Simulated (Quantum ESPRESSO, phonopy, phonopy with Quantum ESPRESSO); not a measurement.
# Grüneisen parameters and expansion of CaO (Fm-3m), part 2 of 2

Aim: how the vibrations of CaO shift with volume, and the expansion that follows.

Measurements to reproduce:
- heat capacity C_P per formula unit 42.2 J/mol/K and bulk modulus 113 GPa near room temperature (given in “High-Throughput Prediction of Finite-Temperature Properties using the Quasi-Harmonic Approximation”, 2016, arXiv:1603.06924)

Quantum ESPRESSO 7.5; DFT PBE, scalar-relativistic, plane waves, GBRV ultrasoft pseudopotentials.

So far. Step 17 (Ground state at this cell, V/V0 1.03): The run ends at a pressure of -2.93 GPa. Step 18 (Zone-centre response): The Born charges sum to zero within 6.5e-4 e; the rest is removed before use. Acoustic frequencies in this log differ from zero by the error of the sum rule, which ph.x does not impose.

### Step 19. Forces on a displaced cell

System of this step: CaO. The structure is orthorhombic, space group Imm2 (No. 44). Conventional cell: a = 6.900 Å, b = 9.758 Å, c = 6.900 Å, α = 90.00°, β = 90.00°, γ = 90.00°. Nearest to Ca lie 6 O at 2.43 to 2.45 Å. Ca has 6 O at 2.44 Å nearest. Nearest to Ca lie 6 O at 2.44 Å. O has 6 Ca at 2.44 Å nearest. Farther neighbours and most contacts between anions are not listed.

Input file disp-00001.in:

```
&control
   calculation = 'scf'
   prefix = 'x'
   outdir = './tmp'
   pseudo_dir = './pseudo'
   tprnfor = .true.
   disk_io = 'none'
/
&system
   ibrav = 0
   nat = 16
   ntyp = 2
   ecutwfc = 45.0
   ecutrho = 270.0
   occupations = 'fixed'
   nbnd = 66
/
&electrons
   conv_thr = 1.0d-11
   mixing_beta = 0.7
   electron_maxstep = 100
/
ATOMIC_SPECIES
 Ca     40.0780  Ca.upf
 O      15.9990  O.upf
CELL_PARAMETERS angstrom
     0.000000000    4.878772047    4.878772047
     4.878772047    0.000000000    4.878772047
     4.878772047    4.878772047    0.000000000
ATOMIC_POSITIONS crystal
 Ca     0.002898708   0.000000000   0.000000000
 Ca     0.500000000   0.000000000   0.000000000
 Ca     0.000000000   0.500000000   0.000000000
 Ca     0.500000000   0.500000000   0.000000000
 Ca     0.000000000   0.000000000   0.500000000
 Ca     0.500000000   0.000000000   0.500000000
 Ca     0.000000000   0.500000000   0.500000000
 Ca     0.500000000   0.500000000   0.500000000
 O      0.250000000   0.250000000   0.250000000
 O      0.750000000   0.250000000   0.250000000
 O      0.250000000   0.750000000   0.250000000
 O      0.750000000   0.750000000   0.250000000
 O      0.250000000   0.250000000   0.750000000
 O      0.750000000   0.250000000   0.750000000
 O      0.250000000   0.750000000   0.750000000
 O      0.750000000   0.750000000   0.750000000
K_POINTS automatic
 3 3 3 0 0 0
```

On the command line:

```
$ OMP_NUM_THREADS=1 mpirun -n 4 pw.x -nk 4 -in disp-00001.in > disp-00001.out
```

Elapsed: 77 s, on 4 MPI ranks of Arm Neoverse V1, shared host.

### Step 20. Phonons, V/V0 1.03

This step: DFT PBE, scalar-relativistic, plane waves, GBRV ultrasoft pseudopotentials (phonopy with Quantum ESPRESSO 4.10.0 / 7.5).

The job ended after 77 s (8 threads).

Phonopy, LO-TO term from ph.x's tensors. The phonon branches at the labelled points (cm⁻¹):

```tsv
point	branch 1	branch 2	branch 3	branch 4	branch 5	branch 6
Γ	0	0	0	235	235	521
halfway	154	154	198	263	263	463
X	193	193	257	265	265	377
halfway	189	212	256	266	282	370
U	178	249	253	267	326	351
jump to K	178	249	253	267	326	351
halfway	124	179	234	249	279	473
Γ	0	0	0	235	235	521
halfway	120	120	224	252	252	497
L	157	157	275	275	352	445
halfway	170	204	273	286	327	397
W	211	242	242	292	326	326
halfway	202	213	255	279	284	363
X	193	193	257	265	265	377
```

No mode is imaginary beyond numerical noise along the path. The highest zone-centre mode (no LO–TO term) moved by -8.3 % for a volume change of +3.0 %.

The time given is that of the 2 pw.x runs on displaced cells behind this step.

### Step 21. Self-consistent run, V/V0 0.97

This step: DFT PBE, scalar-relativistic, plane waves, GBRV ultrasoft pseudopotentials (Quantum ESPRESSO 7.5).

System of this step: CaO. The structure is cubic, space group Fm-3m (No. 225). Conventional cell: a = 4.782 Å, b = 4.782 Å, c = 4.782 Å, α = 90.00°, β = 90.00°, γ = 90.00°. Nearest to Ca lie 6 O at 2.39 Å. O has 6 Ca at 2.39 Å nearest. Farther neighbours and most contacts between anions are not listed.

Input file scf.in:

```
&control
   calculation = 'scf'
   prefix = 'x'
   outdir = './tmp'
   pseudo_dir = './pseudo'
   tprnfor = .true.
   tstress = .true.
/
&system
   ibrav = 0
   nat = 2
   ntyp = 2
   ecutwfc = 45.0
   ecutrho = 270.0
   occupations = 'fixed'
   nbnd = 10
/
&electrons
   conv_thr = 1.0d-12
   mixing_beta = 0.7
   electron_maxstep = 100
/
ATOMIC_SPECIES
 Ca     40.0780  Ca.upf
 O      15.9990  O.upf
CELL_PARAMETERS angstrom
     0.000000000    2.391068590    2.391068590
     2.391068590    0.000000000    2.391068590
     2.391068590    2.391068590    0.000000000
ATOMIC_POSITIONS crystal
 Ca     0.000000000   0.000000000   0.000000000
 O      0.500000000   0.500000000   0.500000000
K_POINTS automatic
 8 8 8 0 0 0
```

On the command line:

```
$ OMP_NUM_THREADS=1 mpirun -n 8 pw.x -nk 8 -in scf.in > scf.out
```

Wall time 3 s (8 MPI ranks).

The run ends at a pressure of 3.44 GPa.

### Step 22. Born charges and dielectric tensor

Input file ph.in:

```
phonons
&inputph
   prefix = 'x'
   outdir = './tmp'
   fildyn = 'x.dyn'
   tr2_ph = 1.0d-18
   epsil = .true.
/
0.000000000 0.000000000 0.000000000
```

scf.in is that of step 21.

On the command line:

```
$ OMP_NUM_THREADS=1 mpirun -n 8 ph.x -nk 8 -in ph.in > ph.out
```

Run time: 29 s. Hardware: 8 MPI ranks.

The Born charges sum to zero within 7.9e-4 e; the rest is removed before use. Acoustic frequencies in this log differ from zero by the error of the sum rule, which ph.x does not impose.

### Step 23. A displaced supercell

System of this step: CaO. It takes space group Imm2 (No. 44, orthorhombic). Conventional cell: a = 6.763 Å, b = 9.564 Å, c = 6.763 Å, α = 90.00°, β = 90.00°, γ = 90.00°. Nearest to Ca lie 6 O at 2.38 to 2.41 Å. Nearest to Ca lie 6 O at 2.39 Å. Ca has 6 O at 2.39 Å nearest. Nearest to O lie 6 Ca at 2.39 Å. Farther neighbours and most contacts between anions are not listed.

Changes to disp-00001.in since step 19:

```diff
@@ -26,7 +26,7 @@
 CELL_PARAMETERS angstrom
-     0.000000000    4.878772047    4.878772047
-     4.878772047    0.000000000    4.878772047
-     4.878772047    4.878772047    0.000000000
+     0.000000000    4.782137179    4.782137179
+     4.782137179    0.000000000    4.782137179
+     4.782137179    4.782137179    0.000000000
 ATOMIC_POSITIONS crystal
- Ca     0.002898708   0.000000000   0.000000000
+ Ca     0.002957284   0.000000000   0.000000000
  Ca     0.500000000   0.000000000   0.000000000
```

On the command line:

```
$ OMP_NUM_THREADS=1 mpirun -n 4 pw.x -nk 4 -in disp-00001.in > disp-00001.out
```

It took 75 s on 4 MPI ranks; 5 min of CPU time.

### Step 24. Phonons, V/V0 0.97

This step: DFT PBE, scalar-relativistic, plane waves, GBRV ultrasoft pseudopotentials (phonopy with Quantum ESPRESSO 4.10.0 / 7.5).

The job ended after 75 s (8 threads; 9.9 min of CPU time).

Phonopy, LO-TO term from ph.x's tensors. The phonon branches at the labelled points (cm⁻¹):

```tsv
point	branch 1	branch 2	branch 3	branch 4	branch 5	branch 6
Γ	0	0	0	278	278	556
halfway	158	158	230	306	306	488
X	200	200	299	305	305	390
halfway	198	224	297	305	319	384
U	193	272	287	304	354	371
jump to K	193	272	287	304	354	371
halfway	148	186	255	285	322	503
Γ	0	0	0	278	278	556
halfway	135	135	238	291	291	530
L	180	180	310	310	374	476
halfway	191	227	308	327	342	425
W	232	268	268	323	352	352
halfway	217	225	294	314	321	379
X	200	200	299	305	305	390
```

No mode is imaginary beyond numerical noise along the path. The highest zone-centre mode (no LO–TO term) moved by +8.5 % for a volume change of -3.0 %.

The time given is that of the 2 pw.x runs on displaced cells behind this step.

### Step 25. Ground state at this cell, V/V0 1.05

This step: DFT PBE, scalar-relativistic, plane waves, GBRV ultrasoft pseudopotentials (Quantum ESPRESSO 7.5).

System of this step: CaO. It takes space group Fm-3m (No. 225, cubic). Conventional cell: a = 4.910 Å, b = 4.910 Å, c = 4.910 Å, α = 90.00°, β = 90.00°, γ = 90.00°. Nearest to Ca lie 6 O at 2.46 Å. Nearest to O lie 6 Ca at 2.46 Å. Farther neighbours and most contacts between anions are not listed.

Changes to scf.in since step 22:

```diff
@@ -26,5 +26,5 @@
 CELL_PARAMETERS angstrom
-     0.000000000    2.391068590    2.391068590
-     2.391068590    0.000000000    2.391068590
-     2.391068590    2.391068590    0.000000000
+     0.000000000    2.455073825    2.455073825
+     2.455073825    0.000000000    2.455073825
+     2.455073825    2.455073825    0.000000000
 ATOMIC_POSITIONS crystal
```

On the command line:

```
$ OMP_NUM_THREADS=1 mpirun -n 8 pw.x -nk 8 -in scf.in > scf.out
```

Elapsed: 2.9 s, on 8 MPI ranks.

The run ends at a pressure of -4.64 GPa.

### Step 26. Born charges and dielectric tensor

ph.in is that of step 22.

scf.in is that of step 25.

On the command line:

```
$ OMP_NUM_THREADS=1 mpirun -n 8 ph.x -nk 8 -in ph.in > ph.out
```

The job ended after 31 s (8 MPI ranks; 4.1 min of CPU time).

The Born charges sum to zero within 6.3e-4 e; the rest is removed before use. Acoustic frequencies in this log differ from zero by the error of the sum rule, which ph.x does not impose.

### Step 27. Forces on a displaced cell

System of this step: CaO. It takes space group Imm2 (No. 44, orthorhombic). Conventional cell: a = 6.944 Å, b = 9.820 Å, c = 6.944 Å, α = 90.00°, β = 90.00°, γ = 90.00°. Ca has 6 O at 2.44 to 2.47 Å nearest. Ca has 6 O at 2.46 Å nearest. Nearest to Ca lie 6 O at 2.46 Å. Nearest to O lie 6 Ca at 2.46 Å. Farther neighbours and most contacts between anions are not listed.

Changes to disp-00001.in since step 23:

```diff
@@ -26,7 +26,7 @@
 CELL_PARAMETERS angstrom
-     0.000000000    4.782137179    4.782137179
-     4.782137179    0.000000000    4.782137179
-     4.782137179    4.782137179    0.000000000
+     0.000000000    4.910147649    4.910147649
+     4.910147649    0.000000000    4.910147649
+     4.910147649    4.910147649    0.000000000
 ATOMIC_POSITIONS crystal
- Ca     0.002957284   0.000000000   0.000000000
+ Ca     0.002880185   0.000000000   0.000000000
  Ca     0.500000000   0.000000000   0.000000000
```

On the command line:

```
$ OMP_NUM_THREADS=1 mpirun -n 4 pw.x -nk 4 -in disp-00001.in > disp-00001.out
```

Run time: 81 s. Hardware: 4 MPI ranks.

### Step 28. Lattice dynamics at this volume, V/V0 1.05

This step: DFT PBE, scalar-relativistic, plane waves, GBRV ultrasoft pseudopotentials (phonopy with Quantum ESPRESSO 4.10.0 / 7.5).

It took 81 s on 8 threads.

No mode is imaginary beyond numerical noise along the path. The highest zone-centre mode (no LO–TO term) moved by -13.8 % for a volume change of +5.0 %.

The time given is that of the 2 pw.x runs on displaced cells behind this step.

### Step 29. How the modes move with volume

This step: DFT PBE, scalar-relativistic, plane waves, GBRV ultrasoft pseudopotentials (phonopy 4.10.0).

This step gave:

| Property | Result |
| --- | --- |
| share of modes with a negative Grüneisen parameter | 0 |

Mean Grüneisen, by row:

```tsv
T (K)	heat-capacity-weighted mean	root mean square
50	1.652	1.78
100	1.692	1.791
200	1.666	1.762
300	1.649	1.746
500	1.637	1.736
800	1.633	1.731
```

Mean mode Grueneisen parameter against wavenumber:

```tsv
wavenumber (cm⁻¹)	mean mode Grueneisen parameter
9	-
27	1.66
45	1.49
63	1.19
81	1.89
98	1.59
116	1.41
134	1.85
152	1.82
170	1.76
188	1.41
206	1.33
224	1.42
242	1.47
260	2.09
278	2.08
296	2.05
313	1.68
331	1.17
349	1.07
367	0.912
385	0.906
403	0.925
421	0.984
439	0.998
457	1.02
475	1.01
492	1.03
510	1.05
528	1.07
```

Volume series, by row:

```tsv
V/V0	V (Å³/atom)	pressure (GPa)	E - E0 (meV/atom)	gap (eV)	zero-point energy (meV/atom)	lowest on the path (cm⁻¹)	highest at Gamma without the LO-TO term (cm⁻¹)
0.97	13.67	3.436	4.629	3.657	54.09	0	278.1
0.985	13.88	1.647	1.192	3.662	52.8	0	267.1
1	14.09	-0.004	0	3.665	51.58	0	256.2
1.015	14.3	-1.528	0.908	3.667	50.37	0	245.5
1.03	14.52	-2.934	3.751	3.667	49.18	0	234.9
1.05	14.8	-4.64	10.31	3.667	47.62	0	220.9
```

The optical frequency at Gamma without the LO-TO term, mode 4 by V/V0:

```tsv
V/V0	optical frequency at Gamma without the LO-TO term, mode 4 (cm⁻¹)
0.9700	278
0.9850	267
1.0000	256
1.0150	246
1.0300	235
1.0500	221
```

Grüneisen at points, by row:

```tsv
point	branch	frequency (cm⁻¹)	mode Grüneisen parameter
Γ	4	256.2	2.8
Γ	6	538.1	1.08
X	1	197.5	0.56
X	3	278.3	2.54
X	4	284	2.33
X	6	382.8	0.53
U	1	186.3	1.32
U	2	261	1.43
U	3	271.1	2.07
U	4	284.8	2.12
U	5	339	1.37
U	6	359.9	0.91
K	1	186.3	1.32
K	2	261	1.43
K	3	271.1	2.07
K	4	284.8	2.12
K	5	339	1.37
K	6	359.9	0.91
L	1	168.5	2.28
L	3	292.2	2
L	5	362.7	0.99
L	6	460.1	1.11
W	1	221.5	1.6
W	2	256.8	1.7
W	4	307	1.63
W	5	337.3	1.26
```

### Step 30. Free-energy fit

This step gave:

* volume expansion coefficient at 300 K: 44.07 1e-6/K
* isothermal bulk modulus at 300 K: 97 GPa
* C_P at 300 K: 22.03 J/mol-atom/K
* Grüneisen parameter at 300 K: 1.714

Table of energy (each curve on its own zero) by volume; values in meV/atom:

```tsv
volume (Å³/atom)	static	F at 0 K	F at 300 K	F at 1300 K
13.670	4.63	7.77	10.2	25.9
13.882	1.19	3.06	4.59	14.2
14.093	0	0.64	1.24	4.86
14.304	0.91	0.34	-0.03	-2.6
14.516	3.75	1.99	0.6	-8.28
14.798	10.3	6.99	4.17	-13.4
```

Phonopy-qha, vinet fit of F(V) at each temperature; no electronic free energy. Qha vinet, by row:

```tsv
T (K)	fitted volume (Å³/atom)	alpha_V (1e-6/K)	B_T (GPa)	C_P (J/mol-atom/K)	Grueneisen
100	14.24	17.73	102	8.905	1.728
150	14.25	29.22	101	14.79	1.72
200	14.28	36.34	99.75	18.4	1.715
250	14.31	40.89	98.41	20.6	1.713
300	14.34	44.07	97	22.03	1.714
350	14.37	46.53	95.52	23.01	1.719
400	14.4	48.58	93.98	23.72	1.726
450	14.44	50.42	92.38	24.28	1.734
500	14.48	52.16	90.72	24.73	1.744
550	14.51	53.88	88.99	25.12	1.755
600	14.55	55.61	87.21	25.47	1.768
650	14.6	57.41	85.36	25.8	1.781
700	14.64	59.29	83.45	26.11	1.796
```

Table of volume expansion coefficient, phonopy-qha, Vinet by temperature:

```tsv
temperature (K)	volume expansion coefficient, phonopy-qha, Vinet (1e-6/K)
75	10.5
100	17.7
125	24.1
175	33.2
200	36.3
225	38.9
250	40.9
275	42.6
325	45.4
350	46.5
375	47.6
400	48.6
425	49.5
450	50.4
500	52.2
525	53.0
550	53.9
575	54.7
600	55.6
650	57.4
675	58.3
700	59.3
```

The fit gives a volume expansion of 44.1 × 10⁻⁶/K at 300 K.

### Step 31. Summary of results

- volume expansion coefficient at 300 K: 44.07 1e-6/K
- isothermal bulk modulus at 300 K: 97 GPa
- C_P at 300 K: 22.03 J/mol-atom/K
- Grüneisen parameter at 300 K: 1.714
- mean mode Grüneisen parameter at 300 K: 1.65

**Reading.** Near room temperature CaO expands by 44.1 × 10⁻⁶/K in volume by PBE, with C_P = 22.0 J/(mol K) per mole of atoms and B_T = 97 GPa. The q-mesh is coarse, and the expansion can converge slowly with it. The table stops at 700 K because beyond it the fitted volume comes within 1 % of the largest computed cell, where the fit loses its support. C_P at room temperature is 88 % of the classical 3R an atom, so the stiffest modes are still partly frozen out. A measured bulk modulus near room temperature is 113 GPa (arXiv:1603.06924); the calculated 97 GPa differs by -14 %. The table does not say whether its value is isothermal or adiabatic. A measured heat capacity per formula unit near room temperature is 42.2 J/mol/K (arXiv:1603.06924); the calculated 44.1 J/mol/K differs by +4 %. The heat-capacity-weighted Grüneisen parameter goes from 1.65 at 50 K to 1.63 at 800 K. Weighting γ by the density of states and each mode's heat capacity at 300 K, modes below 180 cm⁻¹ give about 18 % of the sum of γC that drives the expansion, those up to 360 cm⁻¹ 74 % and the rest 8 %. Among the labelled points γ is largest for branch 4 at Γ (256 cm⁻¹, 2.8) and smallest for branch 6 at X (383 cm⁻¹, 0.53). The supercell is small: only its own wavevectors are exact, and branches between them are interpolated and can be misplaced.

[Logs are printed without paths, hosts, clocks, repeated set-up lines and the standing remarks that a program may print on its own settings, such as how far it seeks lower states.]

[Hosts, paths, dates, database ids (printed as entryN), source tags and the programs' standing remarks are cut or masked in the printed files.]

[A step with changed settings may run another functional than the one named; its input shows which.]

[Of the runs on displaced cells, only some may be shown.]
